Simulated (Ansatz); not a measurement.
# Phonons of Li2Ti in the C11b ordering

Question: is the lattice of Li2Ti in the C11b ordering stable, and if so, what are its coupling constant and resistivity?

Method: DFT PBE, scalar-relativistic, plane waves, PAW, in Ansatz 0.2.0.

The structure was built from a prototype and need not be the compound's stable phase.

## 1. The structure

Symmetry: I4/mmm, No. 139, tetragonal system. The conventional cell has a = 3.423 Å, b = 3.423 Å, c = 10.269 Å, α = 90.00°, β = 90.00°, γ = 90.00°. Nearest to Ti lie 8 Li at 2.96 Å. Li has 4 Ti at 2.96 Å and 4 Li at 2.96 Å nearest. Farther neighbours are not listed.

## 2. Relaxing cell and atoms

The structure is brought to rest under this functional.

The input, input.yaml:

```yaml
crystal:
  lattice:
    - [3.42302, 0.0, 0.0]
    - [0.0, 3.42302, 0.0]
    - [1.71151, 1.71151, 5.13453]
  atoms:
    - { symbol: Ti, position: [0.0, 0.0, 0.0] }
    - { symbol: Li, position: [0.66666667, 0.66666667, 0.66666667] }
    - { symbol: Li, position: [0.33333333, 0.33333333, 0.33333333] }
kpoints:
  mp_grid: { grid: [10, 10, 10] }
hamiltonian:
  xc: pbe
scf:
  occupations: { method: gaussian, width: 0.1 }
output:
  forces: true
  stress: true
  eigenvalues: true
  write_density: true
  write_potential: true
  elf: true
  volumetric_format: npy
relax:
  adjacent_minimum: "off"
  f_tol: 0.005
  max_steps: 80
  cell: { stress_tol: 0.05 }
```

Launch:

```sh
ansatz run input.yaml --threads 4 --pin off --max-ram 8192MiB --backend cpu --events-out ev --progress --plain --runs-dir out
```

Numbers of over 12 decimals in the logs are rounded to 6 here.

The log of the run:

```text
Engine: ansatz 0.2.0, x86_64-unknown-linux-gnu
Pseudopotentials: kind: paw
Pseudopotential: Ti, paw, valence charge 12, recommended cutoff 420 eV (normal), Ti.paw.azcp
Pseudopotential: Li, paw, valence charge 3, recommended cutoff 420 eV (normal), Li.paw.azcp
Functional definition: PBE
  parameter kappa = 0.804
  parameter beta = 0.066725
  exchange = pbe_x(kappa = kappa, mu = beta*pi^2/3)
  correlation = pbe_c(beta = beta)
Crystal: 3 atoms, lattice volume = 60.162 Å³
Basis set: ecut = 420 eV, 1185 PW (Γ), exchange–correlation on 48×48×80 points (8 copies of the dense FFT grid, shifted against one another)
Bands: 13, of which v1, the nominal top of the filled ones, is band 9 counted from 1 (8 counted from 0)
Symmetry: 16 space group operations
Space group: I4/mmm (ITA 139), of the structure as read, at distance tolerance 3.9e-5 Å
k-points: 102 of 1000
Non-local potential: Ti, projectors of the file, l = 0: 3, l = 1: 2, l = 2: 3, l = 3: 1
Non-local potential: Li, projectors of the file, l = 0: 3, l = 1: 2, l = 2: 1
PAW form: soft (Blöchl's): semilocal exchange-correlation on the pseudo side does not see the compensation charge
PAW one-centre angular grid: Ti, 590 points (default); XC on 64 Gauss nodes
PAW one-centre angular grid: Li, 110 points (default); XC on 64 Gauss nodes
Initial density: superposition of atomic densities (neutral atoms: chi_scale 0, normalization atom), corrected by the library's trained network
Initial wavefunctions: pseudopotential atomic-orbital guess
Functional: x = pbe(κ = 0.804, μ = 0.219515), c = pbe(β = 0.066725)
SCF iter   1: F=—  HF=-2907.474016 eV  |F-HF|=—  |Δ(HF+E_count)|=         —  Δρ=7.07e-3  dr2=2.72e-2  ethr=1.77e-3  ⟨swp⟩=4.0  Hψ=5908  notcnv=0
preconditioner: auto → Kerker (q_TF=auto, 2.231 Å⁻¹)  [metal: Δε(μ)=0.014 eV  Ē_g=2.050 eV  σ=0.100 eV  W_gap=0.08  n_scr=10 (ndim 8)  ℏωp=11.7 eV  f_vac=0.000  D(μ)=4.88/eV (n_scr^D=54)]
SCF iter   2: F=—  HF=-2907.467572 eV  |F-HF|=—  |Δ(HF+E_count)|=   6.44e-3  Δρ=1.84e-3  dr2=3.88e-3  ethr=1.51e-4  ⟨swp⟩=1.0  Hψ=2142  notcnv=0
SCF iter   3: F=—  HF=-2907.467053 eV  |F-HF|=—  |Δ(HF+E_count)|=   5.18e-4  Δρ=7.32e-4  dr2=5.23e-4  ethr=2.16e-5  ⟨swp⟩=1.0  Hψ=1327  notcnv=0
SCF iter   4: F=—  HF=-2907.466989 eV  |F-HF|=—  |Δ(HF+E_count)|=   6.44e-5  Δρ=9.52e-5  dr2=7.33e-6  ethr=2.91e-6  ⟨swp⟩=2.0  Hψ=1601  notcnv=0
SCF iter   5: F=—  HF=-2907.466959 eV  |F-HF|=—  |Δ(HF+E_count)|=   2.96e-5  Δρ=4.28e-5  dr2=1.07e-6  ethr=4.07e-8  ⟨swp⟩=2.5  Hψ=1855  notcnv=0
SCF iter   6: F=-2907.466959 eV  HF=-2907.466959 eV  |F-HF|=4.01e-9  |Δ(HF+E_count)|=   4.94e-9  Δρ=9.97e-6  dr2=7.11e-8  ethr=5.56e-10  ⟨swp⟩=5.0  Hψ=6901  notcnv=0
SCF 1 converged in 6 iterations: F = -2907.466959 eV  dr2 = 7.11e-8
  greatest PAW one-centre occupation: 1.000 electrons in one spin orbital (limit 2), on the Li atom at site 2 (counted from 0), in its partial waves of l = 0
relax step   1: F+E_penalty+E_count = -2907.46695927 eV  Δ(F+E_penalty+E_count) = +0.000e0 eV  max|allowed force component| = 1.654e-1 eV/Å  Δτ_max = 0.0000 Å  P = -4.534 GPa  Ω = 60.162 Å³  (6 SCF iters, dr2 threshold 1.00e-7 eV, accepted)
Crystal: 3 atoms, lattice volume = 53.239 Å³
Basis set: ecut = 420 eV, 1021 PW (Γ), exchange–correlation on 48×48×80 points (8 copies of the dense FFT grid, shifted against one another)
Initial density: handed on by an earlier stage of this run
Initial wavefunctions: those handed on with the density
iter 1 solved again at ethr=1.68e-3 eV; its pass at ethr=3.10e-3 eV (dr2=3.02e-1 eV) is discarded
SCF iter   1: F=—  HF=-2907.690412 eV  |F-HF|=—  |Δ(HF+E_count)|=         —  Δρ=1.52e-2  dr2=3.04e-1  ethr=1.68e-3  ⟨swp⟩=1.0  Hψ=8152  notcnv=0
preconditioner: auto → Kerker (q_TF=auto, 2.277 Å⁻¹)  [metal: Δε(μ)=0.003 eV  Ē_g=2.350 eV  σ=0.100 eV  W_gap=0.02  n_scr=10 (ndim 8)  ℏωp=12.5 eV  f_vac=0.000  D(μ)=5.58/eV (n_scr^D=62)]
SCF iter   2: F=—  HF=-2907.658126 eV  |F-HF|=—  |Δ(HF+E_count)|=   3.23e-2  Δρ=5.80e-3  dr2=5.65e-2  ethr=1.68e-3  ⟨swp⟩=2.0  Hψ=1714  notcnv=0
SCF iter   3: F=—  HF=-2907.651008 eV  |F-HF|=—  |Δ(HF+E_count)|=   7.12e-3  Δρ=9.65e-4  dr2=1.26e-3  ethr=3.14e-4  ⟨swp⟩=1.8  Hψ=1454  notcnv=0
SCF iter   4: F=—  HF=-2907.650806 eV  |F-HF|=—  |Δ(HF+E_count)|=   2.02e-4  Δρ=3.80e-4  dr2=6.99e-5  ethr=7.00e-6  ⟨swp⟩=1.9  Hψ=1650  notcnv=0
SCF iter   5: F=—  HF=-2907.650798 eV  |F-HF|=—  |Δ(HF+E_count)|=   8.46e-6  Δρ=9.35e-5  dr2=4.96e-6  ethr=3.88e-7  ⟨swp⟩=2.0  Hψ=1800  notcnv=0
SCF iter   6: F=—  HF=-2907.650798 eV  |F-HF|=—  |Δ(HF+E_count)|=   3.40e-7  Δρ=2.50e-5  dr2=4.03e-7  ethr=2.75e-8  ⟨swp⟩=1.6  Hψ=1531  notcnv=0
SCF iter   7: F=-2907.650798 eV  HF=-2907.650798 eV  |F-HF|=9.81e-10  |Δ(HF+E_count)|=   5.44e-8  Δρ=4.50e-6  dr2=1.27e-8  ethr=1.67e-9  ⟨swp⟩=6.6  Hψ=6970  notcnv=0
SCF 2 converged in 7 iterations: F = -2907.650798 eV  dr2 = 1.27e-8
relax step   2: F+E_penalty+E_count = -2907.65079825 eV  Δ(F+E_penalty+E_count) = -1.838e-1 eV  max|allowed force component| = 9.303e-2 eV/Å  Δτ_max = 0.0780 Å  P = -1.925 GPa  Ω = 53.239 Å³  energy of the carried Pulay correction = +1.818e-4 eV  (7 SCF iters, dr2 threshold 3.00e-7 eV, accepted)
Crystal: 3 atoms, lattice volume = 48.629 Å³
Basis set: ecut = 420 eV, 957 PW (Γ), exchange–correlation on 48×48×80 points (8 copies of the dense FFT grid, shifted against one another)
iter 1 solved again at ethr=2.25e-3 eV; its pass at ethr=3.10e-3 eV (dr2=4.05e-1 eV) is discarded
SCF iter   1: F=—  HF=-2907.753908 eV  |F-HF|=—  |Δ(HF+E_count)|=         —  Δρ=1.79e-2  dr2=4.05e-1  ethr=2.25e-3  ⟨swp⟩=1.0  Hψ=8270  notcnv=0
preconditioner: auto → Kerker (q_TF=auto, 2.312 Å⁻¹)  [metal: Δε(μ)=0.012 eV  Ē_g=2.554 eV  σ=0.100 eV  W_gap=0.07  n_scr=10 (ndim 8)  ℏωp=13.0 eV  f_vac=0.000  D(μ)=6.15/eV (n_scr^D=102)]
SCF iter   2: F=—  HF=-2907.716722 eV  |F-HF|=—  |Δ(HF+E_count)|=   3.72e-2  Δρ=6.95e-3  dr2=7.59e-2  ethr=2.25e-3  ⟨swp⟩=2.0  Hψ=1637  notcnv=0
SCF iter   3: F=—  HF=-2907.708184 eV  |F-HF|=—  |Δ(HF+E_count)|=   8.54e-3  Δρ=1.16e-3  dr2=2.25e-3  ethr=4.22e-4  ⟨swp⟩=1.6  Hψ=1414  notcnv=0
SCF iter   4: F=—  HF=-2907.707925 eV  |F-HF|=—  |Δ(HF+E_count)|=   2.59e-4  Δρ=4.29e-4  dr2=6.47e-5  ethr=1.25e-5  ⟨swp⟩=1.6  Hψ=1580  notcnv=0
SCF iter   5: F=—  HF=-2907.707917 eV  |F-HF|=—  |Δ(HF+E_count)|=   8.56e-6  Δρ=9.23e-5  dr2=3.99e-6  ethr=3.59e-7  ⟨swp⟩=2.3  Hψ=1600  notcnv=0
SCF iter   6: F=-2907.707917 eV  HF=-2907.707917 eV  |F-HF|=4.24e-8  |Δ(HF+E_count)|=   4.40e-7  Δρ=2.02e-5  dr2=2.05e-7  ethr=1.67e-9  ⟨swp⟩=8.6  Hψ=9128  notcnv=0
SCF 3 converged in 6 iterations: F = -2907.707917 eV  dr2 = 2.05e-7
[...]
relax step  12: F+E_penalty+E_count = -2908.11112378 eV  Δ(F+E_penalty+E_count) = -1.540e-5 eV  max|allowed force component| = 6.836e-5 eV/Å  Δτ_max = 0.0001 Å  P = -0.001 GPa  Ω = 49.369 Å³  energy of the carried Pulay correction = +2.934e-4 eV  (6 SCF iters, dr2 threshold 1.81e-8 eV, accepted)
relax step  13: F+E_penalty+E_count = -2908.16681563 eV  Δ(F+E_penalty+E_count) = -5.569e-2 eV  max|allowed force component| = 3.803e-3 eV/Å  Δτ_max = 0.0000 Å  P = +1.360 GPa  Ω = 49.369 Å³  stress off target by 3.80e0 GPa  SCF on the basis re-selected at this cell (its energy is not comparable with the rows above)  (7 SCF iters)
relax step  14: F+E_penalty+E_count = -2908.19907105 eV  Δ(F+E_penalty+E_count) = -3.226e-2 eV  max|allowed force component| = 5.668e-3 eV/Å  Δτ_max = 0.0170 Å  P = +0.745 GPa  Ω = 50.479 Å³  energy of the carried Pulay correction = -4.060e-5 eV  (6 SCF iters, dr2 threshold 3.00e-7 eV, accepted)
relax step  15: F+E_penalty+E_count = -2908.21700303 eV  Δ(F+E_penalty+E_count) = -1.793e-2 eV  max|allowed force component| = 6.327e-3 eV/Å  Δτ_max = 0.0191 Å  P = +0.301 GPa  Ω = 51.507 Å³  energy of the carried Pulay correction = -7.746e-5 eV  (6 SCF iters, dr2 threshold 3.00e-7 eV, accepted)
relax step  16: F+E_penalty+E_count = -2908.22755934 eV  Δ(F+E_penalty+E_count) = -1.056e-2 eV  max|allowed force component| = 1.828e-3 eV/Å  Δτ_max = 0.0078 Å  P = +0.026 GPa  Ω = 52.122 Å³  energy of the carried Pulay correction = -9.908e-5 eV  (6 SCF iters, dr2 threshold 3.00e-7 eV, accepted)
relax step  17: F+E_penalty+E_count = -2908.23016248 eV  Δ(F+E_penalty+E_count) = -2.603e-3 eV  max|allowed force component| = 7.777e-3 eV/Å  Δτ_max = 0.0108 Å  P = +0.190 GPa  Ω = 52.258 Å³  energy of the carried Pulay correction = -1.038e-4 eV  (6 SCF iters, dr2 threshold 3.00e-7 eV, accepted)
relax step  18: F+E_penalty+E_count = -2908.23202168 eV  Δ(F+E_penalty+E_count) = -1.859e-3 eV  max|allowed force component| = 6.429e-3 eV/Å  Δτ_max = 0.0058 Å  P = -0.017 GPa  Ω = 52.370 Å³  energy of the carried Pulay correction = -1.077e-4 eV  (6 SCF iters, dr2 threshold 3.00e-7 eV, accepted)
relax step  19: F+E_penalty+E_count = -2908.22869833 eV  Δ(F+E_penalty+E_count) = +3.323e-3 eV  max|allowed force component| = 9.506e-2 eV/Å  Δτ_max = 0.0257 Å  P = +0.051 GPa  Ω = 52.659 Å³  energy of the carried Pulay correction = -1.178e-4 eV  (7 SCF iters, dr2 threshold 1.59e-8 eV, rejected (line search))
relax step  20: F+E_penalty+E_count = -2908.23209388 eV  Δ(F+E_penalty+E_count) = -7.220e-5 eV  max|allowed force component| = 6.710e-4 eV/Å  Δτ_max = 0.0022 Å  P = +0.009 GPa  Ω = 52.378 Å³  energy of the carried Pulay correction = -1.080e-4 eV  (8 SCF iters, accepted)
relax step  21: F+E_penalty+E_count = -2908.23412685 eV  Δ(F+E_penalty+E_count) = -2.033e-3 eV  max|allowed force component| = 5.442e-4 eV/Å  Δτ_max = 0.0000 Å  P = +0.106 GPa  Ω = 52.378 Å³  stress off target by 2.62e-1 GPa  SCF on the basis re-selected at this cell (its energy is not comparable with the rows above)  (7 SCF iters)
relax step  22: F+E_penalty+E_count = -2908.23434420 eV  Δ(F+E_penalty+E_count) = -2.173e-4 eV  max|allowed force component| = 2.878e-4 eV/Å  Δτ_max = 0.0018 Å  P = +0.010 GPa  Ω = 52.573 Å³  energy of the carried Pulay correction = -6.564e-6 eV  (6 SCF iters, dr2 threshold 1.72e-7 eV, accepted)
iter 1 solved again at ethr=5.53e-9 eV; its pass at ethr=3.10e-3 eV (dr2=9.95e-7 eV) is discarded
SCF iter   1: F=—  HF=-2908.234400 eV  |F-HF|=—  |Δ(HF+E_count)|=         —  Δρ=2.17e-5  dr2=3.37e-8  ethr=5.53e-9  ⟨swp⟩=2.7  Hψ=9779  notcnv=0
preconditioner: auto → none  [metal: Δε(μ)=0.020 eV  Ē_g=3.031 eV  σ=0.100 eV  W_gap=0.11  n_scr=4 (ndim 8)  ℏωp=12.5 eV  f_vac=0.000  D(μ)=2.84/eV (n_scr^D=22)]
SCF iter   2: F=—  HF=-2908.234350 eV  |F-HF|=—  |Δ(HF+E_count)|=   5.00e-5  Δρ=1.08e-5  dr2=1.81e-8  ethr=1.87e-10  ⟨swp⟩=2.0  Hψ=2190  notcnv=0
SCF iter   3: F=—  HF=-2908.234350 eV  |F-HF|=—  |Δ(HF+E_count)|=   1.68e-7  Δρ=7.24e-6  dr2=8.51e-10  ethr=1.01e-10  ⟨swp⟩=1.2  Hψ=1353  notcnv=0
SCF iter   4: F=—  HF=-2908.234350 eV  |F-HF|=—  |Δ(HF+E_count)|=   1.23e-7  Δρ=2.71e-6  dr2=2.84e-10  ethr=4.73e-12  ⟨swp⟩=2.0  Hψ=1611  notcnv=0
iter 5 did not close the SCF: its close was put off for the readings that it lacked (scf_convergence_deferred on its scf_iter line)
SCF iter   5: F=-2908.234350 eV  HF=-2908.234350 eV  |F-HF|=8.17e-10  |Δ(HF+E_count)|=   1.92e-8  Δρ=5.48e-7  dr2=4.67e-12  ethr=1.58e-12  ⟨swp⟩=1.3  Hψ=1400  notcnv=0
SCF iter   6: F=-2908.234350 eV  HF=-2908.234350 eV  |F-HF|=1.36e-11  |Δ(HF+E_count)|=  8.02e-10  Δρ=7.80e-8  dr2=4.92e-13  ethr=1.00e-12  ⟨swp⟩=3.0  Hψ=4934  notcnv=0
SCF 23 converged in 6 iterations: F = -2908.234350 eV  dr2 = 4.92e-13
relax step  23: F+E_penalty+E_count = -2908.23434991 eV  Δ(F+E_penalty+E_count) = -5.711e-6 eV  max|allowed force component| = 3.116e-4 eV/Å  Δτ_max = 0.0000 Å  P = +0.009 GPa  Ω = 52.573 Å³  stress off target by 2.93e-2 GPa  SCF on the basis re-selected at this cell (its energy is not comparable with the rows above)  (6 SCF iters)
basis re-selected at this cell: Δ(F+E_penalty+E_count) = -5.711e-6 eV, ΔP = -0.001 GPa vs the last step (what re-selecting the basis moved, of the pressure what is left beyond the Pulay correction that the steps carried, after the strain that the cell walked since its last selection, with what the two solves' SCF thresholds leave and, on support functions, any second-order correction that the steps lacked; it is no m [...]
SCF converged after 6 iterations
Free energy (F): -2908.234350 eV
Harris-Foulkes:  -2908.234350 eV  (|F-HF|=1.36e-11)
Internal energy: -2908.220134 eV  (E = F + TS)
E sigma→0 (E₀):  -2908.227242 eV
Entropy (-TS):   -0.014216 eV (-4.739 meV/atom)
Fermi energy:    5.247219 eV
--- Per-component energies (eV) ---
  E_band       = -407.369013
  E_kinetic    = 316.024591
  E_local      = -1912.529967  (includes V_loc(G=0)·N_el)
  E_nonlocal   = -56.392216
  E_hartree    = 795.356884
  E_xc         = -117.459616
  E_vxc        = -147.651135  (∫ρ·V_xc dr)
  E_paw        = -1090.506113  (= ΣΔE_a)
  E_vpaw       = -197.534188  (= ΣTr[D̂ρ^β])
  E_aug_tail   = 0.000160  (compensation charges beyond the density's cutoff)
  E_ewald      = -842.713858
  E_smearing   = -0.014216  (= −TS)
  E_closure    = 0.000000  (closes the sum)
  Σ components = -2908.234350   (vs F -2908.234350, Δ=0.00e0)
--- Forces (eV/Å), atoms counted from 1 ---
  atom   1  Ti     0.00000000     0.00000000     0.00000000
  atom   2  Li    -0.00000000     0.00000000    -0.00031163
  atom   3  Li    -0.00000000     0.00000000     0.00031163
  max |Σ_I F_I| component: 5.42e-19 eV/Å
--- Stress (GPa, compression-positive) ---
       -0.001090       0.000000       0.000000
        0.000000      -0.001090       0.000000
        0.000000       0.000000       0.029330
  P = ⅓ Tr σ = 0.0090 GPa (0.090 kbar)
--- Band table (eV; the first three rows and the last of 102) ---
  k-point 0: bands = [... 5 lower, -27.2173, 0.5151, 2.7377, 3.4406, 4.2390, 5.0191, 8.0434, 8.0434]
  k-point 1: bands = [... 5 lower, -27.2173, 0.5241, 2.6380, 3.5562, 4.2390, 5.0144, 8.0435, 8.0435]
  k-point 2: bands = [... 5 lower, -27.2173, 0.5488, 2.4485, 3.7900, 4.2390, 5.0000, 8.0436, 8.0436]
  k-point 101: bands = [... 5 lower, -27.5257, 3.1147, 5.3547, 5.3647, 7.3276, 9.0514, 9.2572, 10.1624]
--- Relaxed structure (20 steps of the walk, 19 accepted, 3 SCFs on fresh bases) ---
  F+E_penalty+E_count = -2908.23434991 eV   max|allowed force component| = 3.116e-4 eV/Å   (the final SCF, on the basis selected at the relaxed cell)
  cell:  # Å, volume = 52.5730 Å³
    - [2.642900, 0, 0.0]
    - [0, 2.642900, 0.0]
    - [1.321450, 1.321450, 7.526646]
  atoms:
    - { symbol: Ti, position: [-4.223179813870026e-19, -4.22317981387003e-19, 8.446359627740061e-19] }
    - { symbol: Li, position: [0.665118, 0.665118, 0.669764] }
    - { symbol: Li, position: [0.334882, 0.334882, 0.330236] }
```

The job ended after 31 s (4 threads of Intel Xeon Platinum 8488C (Sapphire Rapids), shared host; peak memory 0.48 GiB).

The steps of the relaxation (22 of 23):

```
step  energy less that of the first step (eV)  largest force component (eV/Å)  pressure (GPa)  volume (Å³)
   1                                   0.0000                          0.1654           -4.53        60.16
   2                                  -0.1838                          0.0930           -1.93        53.24
   3                                  -0.2410                          0.0595            1.07        48.63
   4                                  -0.3019                          0.0225            1.69        48.05
   5                                  -0.3771                          0.0827            0.93        48.78
   6                                  -0.4672                          0.1201            1.50        47.92
   7                                  -0.5541                          0.0768            2.09        47.38
   8                                  -0.6175                          0.0122            1.12        48.49
   9                                  -0.6397                          0.1296            0.08        49.06
  10                                  -0.6441                          0.0105           -0.16        49.53
  11                                  -0.6441                          0.0015            0.08        49.29
 13*                                  -0.6999                          0.0038            1.36        49.37
  14                                  -0.7321                          0.0057            0.75        50.48
  15                                  -0.7500                          0.0063            0.30        51.51
  16                                  -0.7606                          0.0018            0.03        52.12
  17                                  -0.7632                          0.0078            0.19        52.26
  18                                  -0.7651                          0.0064           -0.02        52.37
  19                                  -0.7617                          0.0951            0.05        52.66
  20                                  -0.7651                          0.0007            0.01        52.38
 21*                                  -0.7672                          0.0005            0.11        52.38
  22                                  -0.7674                          0.0003            0.01        52.57
 23*                                  -0.7674                          0.0003            0.01        52.57
```

Relaxation steps marked * repeat the geometry before them on a plane-wave basis chosen anew for their cell, so energy and pressure can jump there. Other such steps can lie between the rows shown. Relaxation step 19 was tried and not accepted.

The run keeps the 16 symmetry operations that it works with, so distortions that break them were not tested.

```
     cell as run  before  after   change
           a (Å)   3.423  2.643  -22.8 %
           b (Å)   3.423  2.643  -22.8 %
           c (Å)   5.676  7.755  +36.6 %
           α (°)   72.45  80.19  +10.7 %
           β (°)   72.45  80.19  +10.7 %
volume (Å³/atom)   20.05  17.52  -12.6 %
```

The atoms that moved most (Å, as changes of fractional coordinates times the final cell):

```
atom     dx     dy      dz  length
 Li2  0.000  0.000   0.023   0.023
 Li3  0.000  0.000  -0.023   0.023
```

The relaxed structure:

```xyz
3
Lattice="2.6429 0.0000 0.0000 0.0000 2.6429 0.0000 1.3214 1.3214 7.5266" Properties=species:S:1:pos:R:3 pbc="T T T"
Ti    0.0000    0.0000    0.0000
Li    2.6429    2.6429    5.0411
Li    1.3214    1.3214    2.4856
```

Numbers from this step:

```
pressure          : 0.009050 GPa
volume per atom   : 17.52 Å³
metallic on mesh  : yes
gap on the k-mesh : 0 eV
```

Valence density in the ac plane of the cell as run, not the conventional one, at fractional y = 0.335, with atoms of Li within 0.2 Å of it. It is the smooth field of the valence electrons, not physical close to the nuclei.

Ten steps, logarithmic in the rise over the least value, from '_' (0.1 e/Å³) to '@' (7.5 e/Å³), each cell a mean:
```
++++==--::::::::::::::----==
====----::::........::::----
::::::::..................::
............................
____________________________
____________________________
____________________________
____________________________
____________________________
____________________________
____________________________
____________________________
____________________________
______......________________
____--**####++--____________
__..++%%@@@@%%**::__________
____--**%%@@%%**::__________
______::==++++--..__________
__________....______________
............................
............................
::::::................::::::
------::::::......::::::----
++====--::::::::::::::--====
```
Columns run along a (2.6 Å), rows up along c (7.8 Å). Atoms in or near the plane, at fractional coordinates: Li at (0.33, 0.33).

(Part 1 of 3 ends here.)

[Logs are printed without paths, hosts, clocks, repeated set-up lines and the standing remarks that a program may print on its own settings, such as how far it seeks lower states.]

[Hosts, paths, dates, database ids (printed as entryN), source tags and the programs' standing remarks are cut or masked in the printed files.]
